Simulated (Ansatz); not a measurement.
# Y on Nb(110): change of the work function, part 3 of 3

Aim: the work function of Nb(110) at several coverages of Y (hollow site), and the dipole that each adsorbate carries.

Ansatz 0.2.0; plane-wave DFT, PBE, Ansatz PAW.

So far, work function, upper face (eV): step 2 (the clean slab) 4.49; step 3 (37 atoms, coverage 0.111 ML, cell 3x3) 3.11.

**4. Adsorbate added, k-mesh 6×6×1, coverage 0.25 ML**

System of this step: YNb16 (Y/Nb(110)). The cell holds 17 atoms: 16 Nb and 1 Y. Its edges and angles: a = 5.716 Å, b = 5.716 Å, c = 28.229 Å, α = 90.0°, β = 90.0°, γ = 70.5°. Vacuum lies along c.

Another coverage, to see how the dipoles act on each other as their distance changes.

The input, input.yaml:

```yaml
crystal:
  lattice:
    - [4.6669047558, -3.3, 0.0]
    - [4.6669047558, 3.3, 0.0]
    - [0.0, 0.0, 28.2294614088]
  atoms:
    - { symbol: Nb, position: [0.0, 0.0, 0.3188158594] }
    - { symbol: Nb, position: [0.25, 0.25, 0.40147604] }
    - { symbol: Nb, position: [0.0, 0.0, 0.4851697026] }
    - { symbol: Nb, position: [0.25, 0.25, 0.5648930405] }
    - { symbol: Nb, position: [0.0, 0.5, 0.3188158594] }
    - { symbol: Nb, position: [0.25, 0.75, 0.40147604] }
    - { symbol: Nb, position: [0.0, 0.5, 0.4851697026] }
    - { symbol: Nb, position: [0.25, 0.75, 0.5648930405] }
    - { symbol: Nb, position: [0.5, 0.0, 0.3188158594] }
    - { symbol: Nb, position: [0.75, 0.25, 0.40147604] }
    - { symbol: Nb, position: [0.5, 0.0, 0.4851697026] }
    - { symbol: Nb, position: [0.75, 0.25, 0.5648930405] }
    - { symbol: Nb, position: [0.5, 0.5, 0.3188158594] }
    - { symbol: Nb, position: [0.75, 0.75, 0.40147604] }
    - { symbol: Nb, position: [0.5, 0.5, 0.4851697026] }
    - { symbol: Nb, position: [0.75, 0.75, 0.5648930405] }
    - { symbol: "Y", position: [0.42, 0.42, 0.6811841406] }
kpoints:
  mp_grid: { grid: [6, 6, 1] }
hamiltonian:
  xc: pbe
scf:
  occupations: { method: fermi_dirac, width: 0.1 }
  convergence: { dr2_threshold: 1.0e-08 }
efield:
  axis: 3
  dipole_correction: true
  ramp_position: 0.97
  ramp_width: 0.06
relax:
  f_tol: 0.02
  max_steps: 60
  constraints: [{ sites: [0, 1, 4, 5, 8, 9, 12, 13] }]
output:
  dos: { projected: true, e_range: [-8, 4] }
  write_potential: true
  write_density: true
  volumetric_format: npy
  elf: true
```

Started as:

```sh
$ ansatz run input.yaml --threads 4 --pin off --max-ram 16384MiB --backend cpu --events-out ev --progress --plain --runs-dir out
```

Log:

```text
[...]
Crystal: 17 atoms, lattice volume = 869.512 Å³
Basis set: ecut = 420 eV, 16983 PW (Γ), exchange–correlation on 80×80×384 points (8 copies of the dense FFT grid, shifted against one another)
Bands: 132, of which v1, the nominal top of the filled ones, is band 110 counted from 1 (109 counted from 0)
Symmetry: 2 space group operations
[...]
k-points: 13 of 36 (time reversal used)
[...]
SCF iter   1: F=—  HF=-76676.464111 eV  |F-HF|=—  |Δ(HF+E_count)|=         —  Δρ=8.76e-3  dr2=1.22e1  ethr=1.77e-3  p=0.346 e·Å  D=7.21e-2 V/Å  ΔV_dip=-2.03 eV  dr2_dipole=1.91e0  V_vac-E_F(+/−)=2.89/4.92 eV  ⟨swp⟩=10.2  Hψ=8757  notcnv=0
[...]
SCF iter  11: F=-76676.087466 eV  HF=-76676.087466 eV  |F-HF|=5.97e-10  |Δ(HF+E_count)|=   1.36e-8  Δρ=2.83e-7  dr2=1.91e-9  ethr=4.57e-12  p=0.259 e·Å  D=5.39e-2 V/Å  ΔV_dip=-1.52 eV  dr2_dipole=1.08e-10  V_vac-E_F(+/−)=3.00/4.52 eV  ⟨swp⟩=13.8  Hψ=11624  notcnv=0
SCF 1 converged in 11 iterations: F = -76676.087466 eV  dr2 = 1.91e-9
[...]
relax step   1: F+E_penalty+E_count = -76676.08746627 eV  Δ(F+E_penalty+E_count) = +0.000e0 eV  max|allowed force component| = 1.944e0 eV/Å  Δτ_max = 0.0000 Å  (11 SCF iters, accepted)
[...]
SCF iter  11: F=-76676.571405 eV  HF=-76676.571405 eV  |F-HF|=5.53e-10  |Δ(HF+E_count)|=   4.06e-9  Δρ=2.69e-7  dr2=1.65e-9  ethr=1.00e-12  p=0.293 e·Å  D=6.09e-2 V/Å  ΔV_dip=-1.72 eV  dr2_dipole=2.17e-10  V_vac-E_F(+/−)=2.80/4.52 eV  ⟨swp⟩=13.5  Hψ=11655  notcnv=0
SCF 2 converged in 11 iterations: F = -76676.571405 eV  dr2 = 1.65e-9
relax step   2: F+E_penalty+E_count = -76676.57140456 eV  Δ(F+E_penalty+E_count) = -4.839e-1 eV  max|allowed force component| = 2.009e0 eV/Å  Δτ_max = 0.1910 Å  (11 SCF iters, accepted)
[...]
SCF iter  10: F=-76676.998336 eV  HF=-76676.998336 eV  |F-HF|=5.86e-9  |Δ(HF+E_count)|=   7.43e-8  Δρ=4.90e-7  dr2=4.16e-9  ethr=1.00e-12  p=0.329 e·Å  D=6.84e-2 V/Å  ΔV_dip=-1.93 eV  dr2_dipole=1.59e-10  V_vac-E_F(+/−)=2.59/4.52 eV  ⟨swp⟩=14.8  Hψ=12469  notcnv=0
SCF 3 converged in 10 iterations: F = -76676.998336 eV  dr2 = 4.16e-9
relax step   3: F+E_penalty+E_count = -76676.99833593 eV  Δ(F+E_penalty+E_count) = -4.269e-1 eV  max|allowed force component| = 1.748e0 eV/Å  Δτ_max = 0.1905 Å  (10 SCF iters, accepted)
[...]
relax step   4: F+E_penalty+E_count = -76677.30880068 eV  Δ(F+E_penalty+E_count) = -3.105e-1 eV  max|allowed force component| = 1.035e0 eV/Å  Δτ_max = 0.1970 Å  (10 SCF iters, accepted)
[...]
relax step   5: F+E_penalty+E_count = -76677.42553669 eV  Δ(F+E_penalty+E_count) = -1.167e-1 eV  max|allowed force component| = 6.041e-1 eV/Å  Δτ_max = 0.2000 Å  (10 SCF iters, accepted)
[...]
relax step   6: F+E_penalty+E_count = -76677.47955054 eV  Δ(F+E_penalty+E_count) = -5.401e-2 eV  max|allowed force component| = 2.374e-1 eV/Å  Δτ_max = 0.1936 Å  (10 SCF iters, accepted)
[...]
relax step   7: F+E_penalty+E_count = -76677.50902102 eV  Δ(F+E_penalty+E_count) = -2.947e-2 eV  max|allowed force component| = 1.009e-1 eV/Å  Δτ_max = 0.2000 Å  (10 SCF iters, accepted)
[...]
relax step   8: F+E_penalty+E_count = -76677.52229192 eV  Δ(F+E_penalty+E_count) = -1.327e-2 eV  max|allowed force component| = 4.182e-2 eV/Å  Δτ_max = 0.2000 Å  (10 SCF iters, accepted)
[...]
relax step   9: F+E_penalty+E_count = -76677.52335307 eV  Δ(F+E_penalty+E_count) = -1.061e-3 eV  max|allowed force component| = 2.697e-2 eV/Å  Δτ_max = 0.0700 Å  (9 SCF iters, accepted)
SCF iter   1: F=—  HF=-76677.523461 eV  |F-HF|=—  |Δ(HF+E_count)|=         —  Δρ=2.73e-4  dr2=1.23e-3  ethr=4.64e-6  p=0.351 e·Å  D=7.31e-2 V/Å  ΔV_dip=-2.06 eV  dr2_dipole=1.54e-5  V_vac-E_F(+/−)=2.45/4.52 eV  ⟨swp⟩=2.1  Hψ=2886  notcnv=0
[...]
SCF iter   7: F=-76677.523493 eV  HF=-76677.523493 eV  |F-HF|=5.11e-9  |Δ(HF+E_count)|=   3.15e-8  Δρ=5.23e-7  dr2=5.10e-9  ethr=4.57e-12  p=0.351 e·Å  D=7.31e-2 V/Å  ΔV_dip=-2.06 eV  dr2_dipole=5.33e-13  V_vac-E_F(+/−)=2.45/4.52 eV  ⟨swp⟩=11.5  Hψ=12575  notcnv=0
SCF 10 converged in 7 iterations: F = -76677.523493 eV  dr2 = 5.10e-9
relax step  10: F+E_penalty+E_count = -76677.52349340 eV  Δ(F+E_penalty+E_count) = -1.403e-4 eV  max|allowed force component| = 9.295e-3 eV/Å  Δτ_max = 0.0145 Å  (7 SCF iters, accepted)
[...]
SCF converged after 7 iterations
Free energy (F): -76677.523493 eV
[...]
Internal energy: -76676.775418 eV  (E = F + TS)
E sigma→0 (E₀):  -76677.149456 eV
Entropy (-TS):   -0.748076 eV (-44.004 meV/atom)
Fermi energy:    4.225700 eV
Dipole field:    D = 0.073134 V/Å  (p = 0.351425 e·Å, saw-weighted, corrected)
Work function:   Φ+ = 2.4532 eV   Φ− = 4.5178 eV
[...]
--- Forces (eV/Å), atoms counted from 1 ---
  atom   1  Nb     0.00008427     0.00000000     0.31174859
  atom   2  Nb    -0.04075205     0.00000000    -0.37384559
  atom   3  Nb    -0.00396443     0.00000000    -0.00671878
  atom   4  Nb     0.00419425    -0.00000000    -0.00125684
  atom   5  Nb    -0.00002382     0.00011249     0.34918959
  atom   6  Nb     0.00009280    -0.05984080    -0.28910824
  atom   7  Nb    -0.00422044    -0.00103105     0.00141589
  atom   8  Nb     0.00099858    -0.00381905     0.00605132
  atom   9  Nb    -0.00002382    -0.00011249     0.34918959
  atom  10  Nb     0.00009280     0.05984080    -0.28910824
  atom  11  Nb    -0.00422044     0.00103105     0.00141589
  atom  12  Nb     0.00099858     0.00381905     0.00605132
  atom  13  Nb    -0.00000493    -0.00000000     0.32092109
  atom  14  Nb     0.04130838    -0.00000000    -0.37448735
  atom  15  Nb     0.00267212    -0.00000000    -0.00522307
  atom  16  Nb     0.00562608     0.00000000    -0.00929481
  atom  17  Y     -0.00290909     0.00000000     0.00305613
  max |Σ_I F_I| component: 5.12e-5 eV/Å
--- Band table (eV; the first three rows and the last of 13) ---
  k-point 0: bands = [... 106 lower, 4.3114, 4.3709, 4.5061, 4.8207, 4.8899, 5.0060, 5.0557, 5.1937, ... 18 higher]
  k-point 1: bands = [... 106 lower, 4.2331, 4.2622, 4.4771, 4.6745, 4.7833, 4.8807, 4.8911, 5.0309, ... 18 higher]
  k-point 2: bands = [... 106 lower, 3.9256, 3.9875, 4.0770, 4.2964, 4.3871, 4.4410, 4.4891, 4.5353, ... 18 higher]
  k-point 12: bands = [... 106 lower, 3.9846, 4.1457, 4.2943, 4.3124, 4.3706, 4.3855, 4.3912, 4.4189, ... 18 higher]
--- Relaxed structure (10 steps of the walk, 10 accepted, 0 SCFs on fresh bases) ---
  F+E_penalty+E_count = -76677.52349340 eV   max|allowed force component| = 9.295e-3 eV/Å
  atoms:
    - { symbol: Nb, position: [0.0, 0.0, 0.318816] }
    - { symbol: Nb, position: [0.25, 0.25, 0.40147604] }
    - { symbol: Nb, position: [4.975291e-5, 4.975291e-5, 0.484731] }
    - { symbol: Nb, position: [0.253762, 0.253762, 0.568439] }
    - { symbol: Nb, position: [-5.551115e-17, 0.5, 0.318816] }
    - { symbol: Nb, position: [0.25, 0.75, 0.40147604] }
    - { symbol: Nb, position: [-1.714872e-5, 0.500044, 0.485155] }
    - { symbol: Nb, position: [0.245896, 0.753907, 0.564320] }
    - { symbol: Nb, position: [0.5, -5.551115e-17, 0.318816] }
    - { symbol: Nb, position: [0.75, 0.25, 0.40147604] }
    - { symbol: Nb, position: [0.500044, -1.714872e-5, 0.485155] }
    - { symbol: Nb, position: [0.753907, 0.245896, 0.564320] }
    - { symbol: Nb, position: [0.5, 0.5, 0.318816] }
    - { symbol: Nb, position: [0.75, 0.75, 0.40147604] }
    - { symbol: Nb, position: [0.499950, 0.499950, 0.484259] }
    - { symbol: Nb, position: [0.745938, 0.745938, 0.568444] }
    - { symbol: Y, position: [0.500298, 0.500298, 0.649495] }
```

It took 7.6 min on 4 threads of Arm Neoverse V2, shared host; peak memory 3.2 GiB; 29 min of CPU time.

Relaxation path:

```tsv
step	energy less that of the first step (eV)	largest force component (eV/Å)
1	0.0000	1.9444
2	-0.4839	2.0090
3	-0.9109	1.7477
4	-1.2213	1.0351
5	-1.3381	0.6041
6	-1.3921	0.2374
7	-1.4216	0.1009
8	-1.4348	0.0418
9	-1.4359	0.0270
10	-1.4360	0.0093
```

The run keeps the 2 symmetry operations that the program found, so distortions that break them were not tested.

The atoms that moved most (Å):

```tsv
atom	dx	dy	dz	length
Y17	0.749	0.000	-0.895	1.167
Nb16	-0.038	0.000	0.100	0.107
Nb4	0.035	0.000	0.100	0.106
Nb12	-0.001	-0.026	-0.016	0.031
Nb8	-0.001	0.026	-0.016	0.031
Nb15	0.000	0.000	-0.026	0.026
Nb3	0.000	0.000	-0.012	0.012
```

The relaxed structure:

```xyz
17
Lattice="4.6669 -3.3000 0.0000 4.6669 3.3000 0.0000 0.0000 0.0000 28.2295" Properties=species:S:1:pos:R:3
Nb    0.0000    0.0000    9.0000
Nb    2.3335    0.0000   11.3335
Nb    0.0005    0.0000   13.6837
Nb    2.3686    0.0000   16.0467
Nb    2.3335    1.6500    9.0000
Nb    4.6669    1.6500   11.3335
Nb    2.3336    1.6502   13.6957
Nb    4.6660    1.6764   15.9304
Nb    2.3335   -1.6500    9.0000
Nb    4.6669   -1.6500   11.3335
Nb    2.3336   -1.6502   13.6957
Nb    4.6660   -1.6764   15.9304
Nb    4.6669    0.0000    9.0000
Nb    7.0004    0.0000   11.3335
Nb    4.6664    0.0000   13.6704
Nb    6.9624    0.0000   16.0469
Y     4.6697    0.0000   18.3349
```

Numbers from this step:

| Item | Value |
| --- | --- |
| energy at zero smearing | -76677.1495 eV |
| work function, upper face | 2.453 eV |
| work function, lower face | 4.518 eV |
| dipole along the normal | 0.3514 e·Å |
| step between the vacuum levels | -2.065 eV |

Running mean over 2.333 Å of the planar mean; the ramp of the sawtooth is left out. Table of electron's electrostatic potential energy less the Fermi level by z:

z (Å), electron's electrostatic potential energy less the Fermi level (eV) and a bar from the least value:
```
        4        4.5 ##############################
        5        4.5 ##############################
        6        4.3 ##############################
        7        2.8 ###########################
        8       -5.9 ##########
        9      -11.1 
       10      -11.0 #
       11      -10.9 #
       12      -10.8 #
       13      -10.8 #
       14      -11.1 
       15      -11.3 
       16      -11.0 #
       17       -7.2 ########
       18       -1.4 ###################
       19       -0.6 ####################
       20        1.5 ########################
       21        2.3 ##########################
       22        2.4 ##########################
       23        2.4 ##########################
       24        2.5 ##########################
       25        2.5 ##########################
```

The density of states has structure finer than the step of the table below, so its rows give means over 0.25 eV. Peaks (eV: height): -2.830: 28.8, -1.590: 53.4, -1.440: 35.9, -1.350: 39.5, -1.260: 37.6, -0.960: 36.4, -0.540: 36.8.

The density of states by energy, zero at the Fermi level; means over each step:

```tsv
energy (eV)	density of states (states/eV a cell)
-5.75	0
-5.50	0.515
-5.25	0.930
-5.00	1.02
-4.75	1.08
-4.50	2.00
-4.25	2.67
-4.00	3.12
-3.75	2.88
-3.50	9.88
-3.25	17.9
-3.00	15.1
-2.75	24.0
-2.50	23.2
-2.25	18.8
-2.00	14.0
-1.75	13.8
-1.50	36.6
-1.25	31.6
-1.00	22.9
-0.75	20.3
-0.50	32.2
-0.25	26.9
0.00	23.3
0.25	18.7
0.50	17.8
0.75	16.2
1.00	14.7
1.25	15.3
```

Projected DOS per atom over height of the atomic layer and energy from the Fermi level. Layers: Nb4 Nb4 Nb4 Nb4 Y from below.

Ten even steps from '_' (0.00 states/eV) to '@' (3.32 states/eV), each cell a mean:
```
--....::**
::....::@@
--..::--##
==--======
**======--
==----==::
****++**--
..::::--::
--------__
========__
::----::__
..::::..__
__________
__________
__________
__________
__________
__________
__________
__________
__________
__________
```
Columns: height of the atomic layer (Å) from 9 to 18.3; rows upwards: energy from the Fermi level (eV) from -7.96 to 1.34.

Valence density in the ca plane at fractional y = 0.500, with atoms of Nb and Y within 0.2 Å of it. It is the smooth field of the valence electrons, not physical close to the nuclei.

Ten steps, logarithmic in the rise over the least value, from '0' (0.0 e/Å³) to '9' (5.0 e/Å³), each cell a mean:
```
98543333346999854333322111000000000000000000
86433333335788643333332211000000000000000000
54333443333455433344332211100000000000000000
43333443333344333344433222211000000000000000
54333443333455433344333345432100000000000000
86433333335788643333333578763100000000000000
98543333346999853333334689975210000000000000
98643333347999863333334789985210000000000000
97543333346899753333334688874210000000000000
65433333334676543334333456642100000000000000
44333443333444433344433333321000000000000000
44333443333444433344333221110000000000000000
65433333334576543344332211100000000000000000
97543333345899753333322111000000000000000000
99643333346999964333322110000000000000000000
```
Columns run along c (16.0 Å, from fractional 0.33 to 0.89 of the cell), rows up along a (5.7 Å). Atoms in or near the plane, at fractional coordinates: Nb at (0.49, 0.00), Nb at (0.48, 0.50), Y at (0.65, 0.50).

ELF in the ca plane at fractional y = 0.500, with atoms of Nb and Y within 0.2 Å of it. It is the smooth field of the valence electrons, not physical close to the nuclei.

Ten even steps from '0' (0.00) to '9' (0.83), each cell a mean:
```
78445434425867833543345555422100000000000000
85245334432688524433345665322110000000000000
33454333453233235433346753111121100000000000
34554333455323355433456521111122210000000000
33354333443333235433455335531123321000000000
85345334433687523433453489984122332100000000
78445434425867833444442798996212332100000000
68445444426846843544542796896212332100000000
86345434434888623433442699995212332100000000
53344333442465324433454368852123321100000000
33454333454322345433456322211122221000000000
33454333454322345433356642111122110000000000
53344333442465324433346764321111000000000000
87345434433888733543345665422110000000000000
58445444425845843654345554321100000000000000
```
Columns run along c (16.0 Å, from fractional 0.33 to 0.89 of the cell), rows up along a (5.7 Å). Atoms in or near the plane, at fractional coordinates: Nb at (0.49, 0.00), Nb at (0.48, 0.50), Y at (0.65, 0.50).

Electrostatic potential energy in the ca plane at fractional y = 0.500, with atoms of Nb and Y within 0.2 Å of it. With pseudopotentials it is smooth inside the atoms' cores, unlike the true potential.

Ten even steps from '0' (-58 eV) to '9' (8 eV), each cell a mean:
```
02799999986100279999999999999999999999999999
35899999998523589999999999999999999999999999
78999999999877899999999999999999999999999999
89999989999989999999999999999999999999999999
78999999999877899999999877788999999999999999
25899999997423689999999742368999999999999999
02799999985000279999998510037899999999999999
01699999985000279999998410027899999999999999
03799999996201479999998621147899999999999999
57899999998655799999999865578999999999999999
89999999999988999999999988889999999999999999
89999999999988999999999999999999999999999999
57899999998755799999999999999999999999999999
03799999997200379999999999999999999999999999
01699999985000169999999999999999999999999999
```
Columns run along c (16.0 Å, from fractional 0.33 to 0.89 of the cell; values clipped at the 3rd and 97th percentile), rows up along a (5.7 Å). Atoms in or near the plane, at fractional coordinates: Nb at (0.49, 0.00), Nb at (0.48, 0.50), Y at (0.65, 0.50).

The relaxation took 10 steps and lowered the energy by 1.4 eV; the largest force on the free atoms ends at 0.0093 eV/Å.

By hand: a sheet of dipoles makes a step −p/(ε₀A) in the electron's potential. With e/ε₀ = 180.95 V·Å, p = 0.3514 e·Å and A = 30.80 Å², that is −180.95 × (0.3514) / 30.80 = -2.065 eV, and the two vacuum levels of the run differ by -2.065 eV.

The covered face has 2.45 eV, -2.04 eV against the clean one; the bare back face has moved by -0.01 eV, a measure of how thin the slab is.

**5. Work function against coverage**

This step: plane-wave DFT, PBE, Ansatz PAW; work function against coverage (Ansatz 0.2.0).

The runs are now put side by side.

Numbers from this step:

```
work function of the clean face     : 4.492 eV
largest change of the work function : -2.039 eV
```

Work function of the covered face against coverage:

```tsv
coverage (adsorbates/nm²)	work function of the covered face (eV)
0.00	4.49
1.44	3.11
3.25	2.45
```

The dipole per adsorbate comes from the change of the cell's dipole. Coverage, by row:

```tsv
coverage (1/nm²)	coverage (ML)	work function (eV)	change (eV)	dipole per adsorbate, positive end outwards (debye)	mean height of the added atoms over the highest substrate atom (Å)
1.443	0.1111	3.108	-1.385	2.544	2.266
3.247	0.25	2.453	-2.039	1.658	2.288
```

**6. Outcome**

| Quantity | Value |
| --- | --- |
| work function of the clean face | 4.49 eV |
| work function at 0.11 ML | 3.11 eV |
| work function at 0.25 ML | 2.45 eV |
| dipole per adsorbate at 0.11 ML, positive end outwards | 2.54 D |

**Reading.** Y lowers the work function of Nb(110) at the lowest coverage, by 1.38 eV: the adsorbate layer has its positive end outwards. The slab has 4 layers, at the tabulated experimental lattice constant, one starting site was run, and quantum-size effects of a slab this thin can reach one or two tenths of an eV. The main runs have no spin polarisation; a magnetic state could lie lower and would change these results.

[Long decimals in the printed logs are rounded to 6 places.]

[Logs are printed without paths, hosts, clocks, repeated set-up lines and the standing remarks that a program may print on its own settings, such as how far it seeks lower states.]

[Hosts, paths, dates, database ids (printed as entryN), source tags and the programs' standing remarks are cut or masked in the printed files.]

[Maps of the electrostatic potential energy from Ansatz leave out the sawtooth potential of an applied field or a dipole correction, so their vacuum need not be flat; planar profiles and work functions include it.]

[The density of states shown here was stored with 400 of the rows of the run's finer table, so its peaks can read low, often by over a quarter, or be missed, and its means over a window can be off by a tenth or more.]
